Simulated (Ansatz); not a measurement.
# Glassy Ba4.1Hf30.6O65.3 (121 atoms): geometry optimisation, part 2 of 2

Aim: bring glassy Ba4.1Hf30.6O65.3 (121 atoms) to a nearby minimum of the energy and see what moves.

Ansatz 0.2.0; Kohn-Sham DFT, r2SCAN, PAW (set soft_2), plane waves.

The cell: 5 Ba, 37 Hf and 79 O. The quench rate of 20 K/ps is many orders above laboratory rates. The starting topology of bonds comes from the classical model. The Brillouin zone is sampled at Γ only, in a cell whose shortest periodic width is 12 Å. No spin–orbit coupling is included.

So far, density (g/cm³): step 4 (local order after relaxation) 8.96.

## (5) Single point at the relaxed geometry (continued)

States in the cell by windows of 1 eV, zero at the Fermi level; the larger projections on atomic orbitals stand beside the total:

| from (eV) | to (eV) | total | O p | Hf d | Hf f |
| --- | --- | --- | --- | --- | --- |
| -14 | -12 | 0.0 | 0.0 | 0.0 | 0.0 |
| -12 | -11 | 46.7 | 0.2 | 0.1 | 42.9 |
| -11 | -10 | 493.5 | 3.0 | 0.7 | 464.9 |
| -10 | -9 | 7.8 | 0.0 | 0.0 | 7.3 |
| -9 | -6 | 0.0 | 0.0 | 0.0 | 0.0 |
| -6 | -5 | 15.9 | 11.1 | 3.4 | 0.1 |
| -5 | -4 | 85.6 | 60.9 | 19.5 | 0.3 |
| -4 | -3 | 98.8 | 75.2 | 18.2 | 0.4 |
| -3 | -2 | 99.9 | 83.2 | 11.4 | 0.5 |
| -2 | -1 | 115.4 | 103.7 | 7.0 | 0.5 |
| -1 | 0 | 56.9 | 53.2 | 2.1 | 0.2 |
| 0 | 1 | 1.4 | 1.3 | 0.1 | 0.0 |
| 1 | 4 | 0.0 | 0.0 | 0.0 | 0.0 |
| 4 | 5 | 36.0 | 3.7 | 28.2 | 0.0 |

With fixed occupations the program's Fermi level is the highest filled level; weight inside the gap is the broadening of levels at its edges.

Between -26 and -14 eV lie 166 more states.

The stored curve holds about 1188 of the 1486 electrons; the rest, give or take the few that broadening carries across the Fermi level, lie in deeper levels below its range.

The levels nearest the highest filled one (over half full), pooled over k-points and spins:

| level less the highest filled one (eV) | occupation |
| --- | --- |
| -0.532 | 2 |
| -0.530 | 2 |
| -0.466 | 2 |
| -0.390 | 2 |
| -0.263 | 2 |
| 0 | 2 |
| 4.22 | 0 |
| 4.29 | 0 |
| 4.32 | 0 |
| 4.37 | 0 |
| 4.44 | 0 |
| 4.50 | 0 |

Electrostatic potential energy in the ac plane at fractional y = 0.111, with atoms of Ba and Hf and O within 0.2 Å of it. With pseudopotentials it is smooth inside the atoms' cores, unlike the true potential.

Values in eV, 13 rows by 16 columns, each cell a mean:
```
 12   3 -24 -25   1 -18 -11  14  15  17  18  16  14  14  12  14
 -2  10  -2  -3  11  14  15  17  17  14  11   9   0   4  -9   3
 16  17  17  16  15  14  15  17  15  -2 -21  -6  12   9   0   8
 16  13  17  10  -3   0  12  16  14  -2 -19  -5  13   6  12  15
  6 -14  11  -2 -24 -19   7  16  17  15  12  15  17   7   3   0
 -2  14  17   9  -4   0  13  17  18  17  15  16  17  10 -19 -26
  7  16  17  17  11   6  16  18  15  10   3   8 -10  -3  -2  -9
 16  15  15  17  -3 -20  12  16   1   3   4   9  -2   4  14  15
 12  -5 -10   7  15  13  13  15  17  17  16  16  16  15  14  16
  6 -22 -26  -6  14  17  17  17  18  18  18  16  14   9 -21   2
 13  -1  -6   8  16  18  18  18  18  16  15   0 -13   0   1  13
 17  15  14  15  17  18  16  13  10 -21  -2 -14 -24 -12  14  18
 17  11  -5  -5  11   7   8   9  10   6  13   8  -1   8  17  18
```
Columns run along a (11.7 Å; values clipped at the 3rd and 97th percentile), rows up along c (11.7 Å). Atoms in or near the plane, at fractional coordinates: Ba at (0.13, 0.26), Hf at (0.77, 0.12), Hf at (0.18, 0.96), O at (0.32, 0.42), O at (0.36, 0.97), O at (0.59, 0.10), O at (0.91, 0.24).

Valence density in the ac plane at fractional y = 0.111, with atoms of Ba and Hf and O within 0.2 Å of it. It is the smooth field of the valence electrons, not physical close to the nuclei.

Values in e/Å³, 13 rows by 16 columns, each cell a mean:
```
 1  1 13 14  1  4  3  0  0  0  0  0  0  0  0  0
 2  1  1  2  0  0  0  0  0  0  0  1  2  1  2  1
 0  0  0  0  0  0  0  0  0  1  7  2  0  0  1  0
 0  1  0  0  1  1  0  0  0  1  6  2  0  1  1  0
 1  3  1  1  1  1  0  0  0  0  0  0  0  1  1  1
 1  0  0  0  1  1  0  0  0  0  0  0  0  0  6 13
 0  0  0  0  1  1  0  0  0  0  0  0  3  2  2  3
 0  0  0  0  2  4  1  0  1  1  0  0  2  1  0  0
 0  1  1  0  0  0  0  0  0  0  0  0  0  0  0  0
 0  1  1  1  0  0  0  0  0  0  0  0  0  1  4  2
 0  1  1  0  0  0  0  0  0  0  0  1  5  1  2  1
 0  0  0  0  0  0  0  0  1  4  2  4 19  4  0  0
 0  0  2  2  0  1  1  0  0  1  1  0  1  0  0  0
```
Columns run along a (11.7 Å), rows up along c (11.7 Å). Atoms in or near the plane, at fractional coordinates: Ba at (0.13, 0.26), Hf at (0.77, 0.12), Hf at (0.18, 0.96), O at (0.32, 0.42), O at (0.36, 0.97), O at (0.59, 0.10), O at (0.91, 0.24).

Mean Löwdin charges: Ba +1.83, Hf +1.48, O -0.74 e (they miss 0.34 % of the electrons, so they add up to more than the cell's charge). The largest share in the top eV of filled states is O p (95 % of the projected weight), and in the lowest eV of empty states Hf d (83 % of the projected weight).

The surroundings of O113, whose charge lies farthest from its element's mean, nearest first, numbered as they follow in the input and with coordinates relative to it.

| atom | x | y | z | distance (Å) | bonds | Löwdin charge (e) |
| --- | --- | --- | --- | --- | --- | --- |
| O113 | 0.00 | 0.00 | 0.00 | 0.00 | 4 | -0.87 |
| Hf17 | 0.76 | -0.18 | 1.93 | 2.08 | 6 | 1.43 |
| Hf20 | -1.30 | -0.13 | -1.74 | 2.18 | 6 | 1.51 |
| Ba3 | 2.23 | -0.65 | -1.29 | 2.66 | 8 | 1.84 |
| O72 | -1.06 | 0.64 | 2.47 | 2.77 | 4 | -0.73 |
| O63 | -2.61 | -0.98 | -0.43 | 2.82 | 3 | -0.68 |
| Ba4 | -0.24 | 2.83 | 0.70 | 2.93 | 9 | 1.82 |
| O60 | -2.42 | 1.70 | 0.10 | 2.96 | 3 | -0.81 |
| O99 | -0.78 | -2.20 | -1.82 | 2.96 | 3 | -0.76 |
| O107 | 0.30 | 1.01 | -2.81 | 3.00 | 5 | -0.82 |
| Hf41 | -2.74 | 0.09 | 1.29 | 3.03 | 6 | 1.50 |
| O44 | 2.30 | 1.95 | -1.11 | 3.21 | 4 | -0.79 |
| O116 | 2.69 | -0.83 | 1.55 | 3.21 | 4 | -0.77 |
| O111 | 1.76 | 1.72 | 2.07 | 3.22 | 4 | -0.82 |
| O45 | -0.14 | -1.98 | 2.63 | 3.30 | 3 | -0.74 |

The column of bonds counts only the pairs O-Hf within 2.82 Å, O-Ba within 3.29 Å; other neighbours, such as metal atoms beside each other in a compound, aren't counted, and periodic images can show an atom twice.

## (6) Summary of results

| Quantity | Value |
| --- | --- |
| energy change in the relaxation | -67.31 meV/atom |
| r.m.s. displacement | 0.176 Å |
| largest displacement | 0.415 Å |
| free energy per atom | -5430.5267 eV/atom |
| pressure | 0.01271 GPa |
| r.m.s. force component | 0.00466 eV/Å |
| gap (highest filled to lowest empty level) | 4.218 eV |
| wall time of the 3 DFT runs | 13 min |

What this shows: Relaxation lowers the energy by 67.3 meV/atom and moves atoms by 0.18 Å r.m.s.; the r.m.s. force component goes from 0.68 to 0.0047 eV/Å. Displacements are taken in the final cell, so they leave out its strain. By the final cutoffs 4 of 266 bonded pairs parted and 10 joined. The cell shrank by 4.6 % in volume. First to last step the energy falls by 8.144 eV, across changes of basis; the largest move, 0.42 Å, is that of Ba3. The O-Ba bonds change most in mean length: from 2.889 Å (spread 0.203) to 2.821 Å (spread 0.205), and their number from 40 to 42. With the cutoffs above, 40 % of Ba atoms have 8, 68 % of Hf atoms have 6 and 54 % of O atoms have 3 bonded neighbours. The highest filled and lowest empty levels differ by 4.22 eV (at Γ alone); a semilocal functional tends to put such gaps too low. In a disordered cell it changes from sample to sample, and tail or defect levels can set it.

**Limits.** The network of bonds at the start is that of the classical potential that made the cell; in DFT 4 of its 266 bonded pairs passed out of the cutoffs and 10 came within them.

Against the measurements quoted at the start:

| quantity | measured | this cell | difference | method of the measurement |
| --- | --- | --- | --- | --- |
| nearest Hf–O distance | 2.08 Å | 2.09 Å | +0.5 % | EXAFS fit |

The cell differs from the measured distances by up to 0.5 %. Distances of this cell are positions of the first main peak of g(r), or bond means where the peak is narrow; means over all bonds within a cutoff lie farther out for broad shells. The network comes from the model that made the cell; in DFT 4 of its 266 bonded pairs passed out of the cutoffs and 10 came within them.

[Logs are printed without paths, hosts, clocks, repeated set-up lines and the standing remarks that a program may print on its own settings, such as how far it seeks lower states.]

[Hosts, paths, dates, database ids (printed as entryN), source tags and the programs' standing remarks are cut or masked in the printed files.]
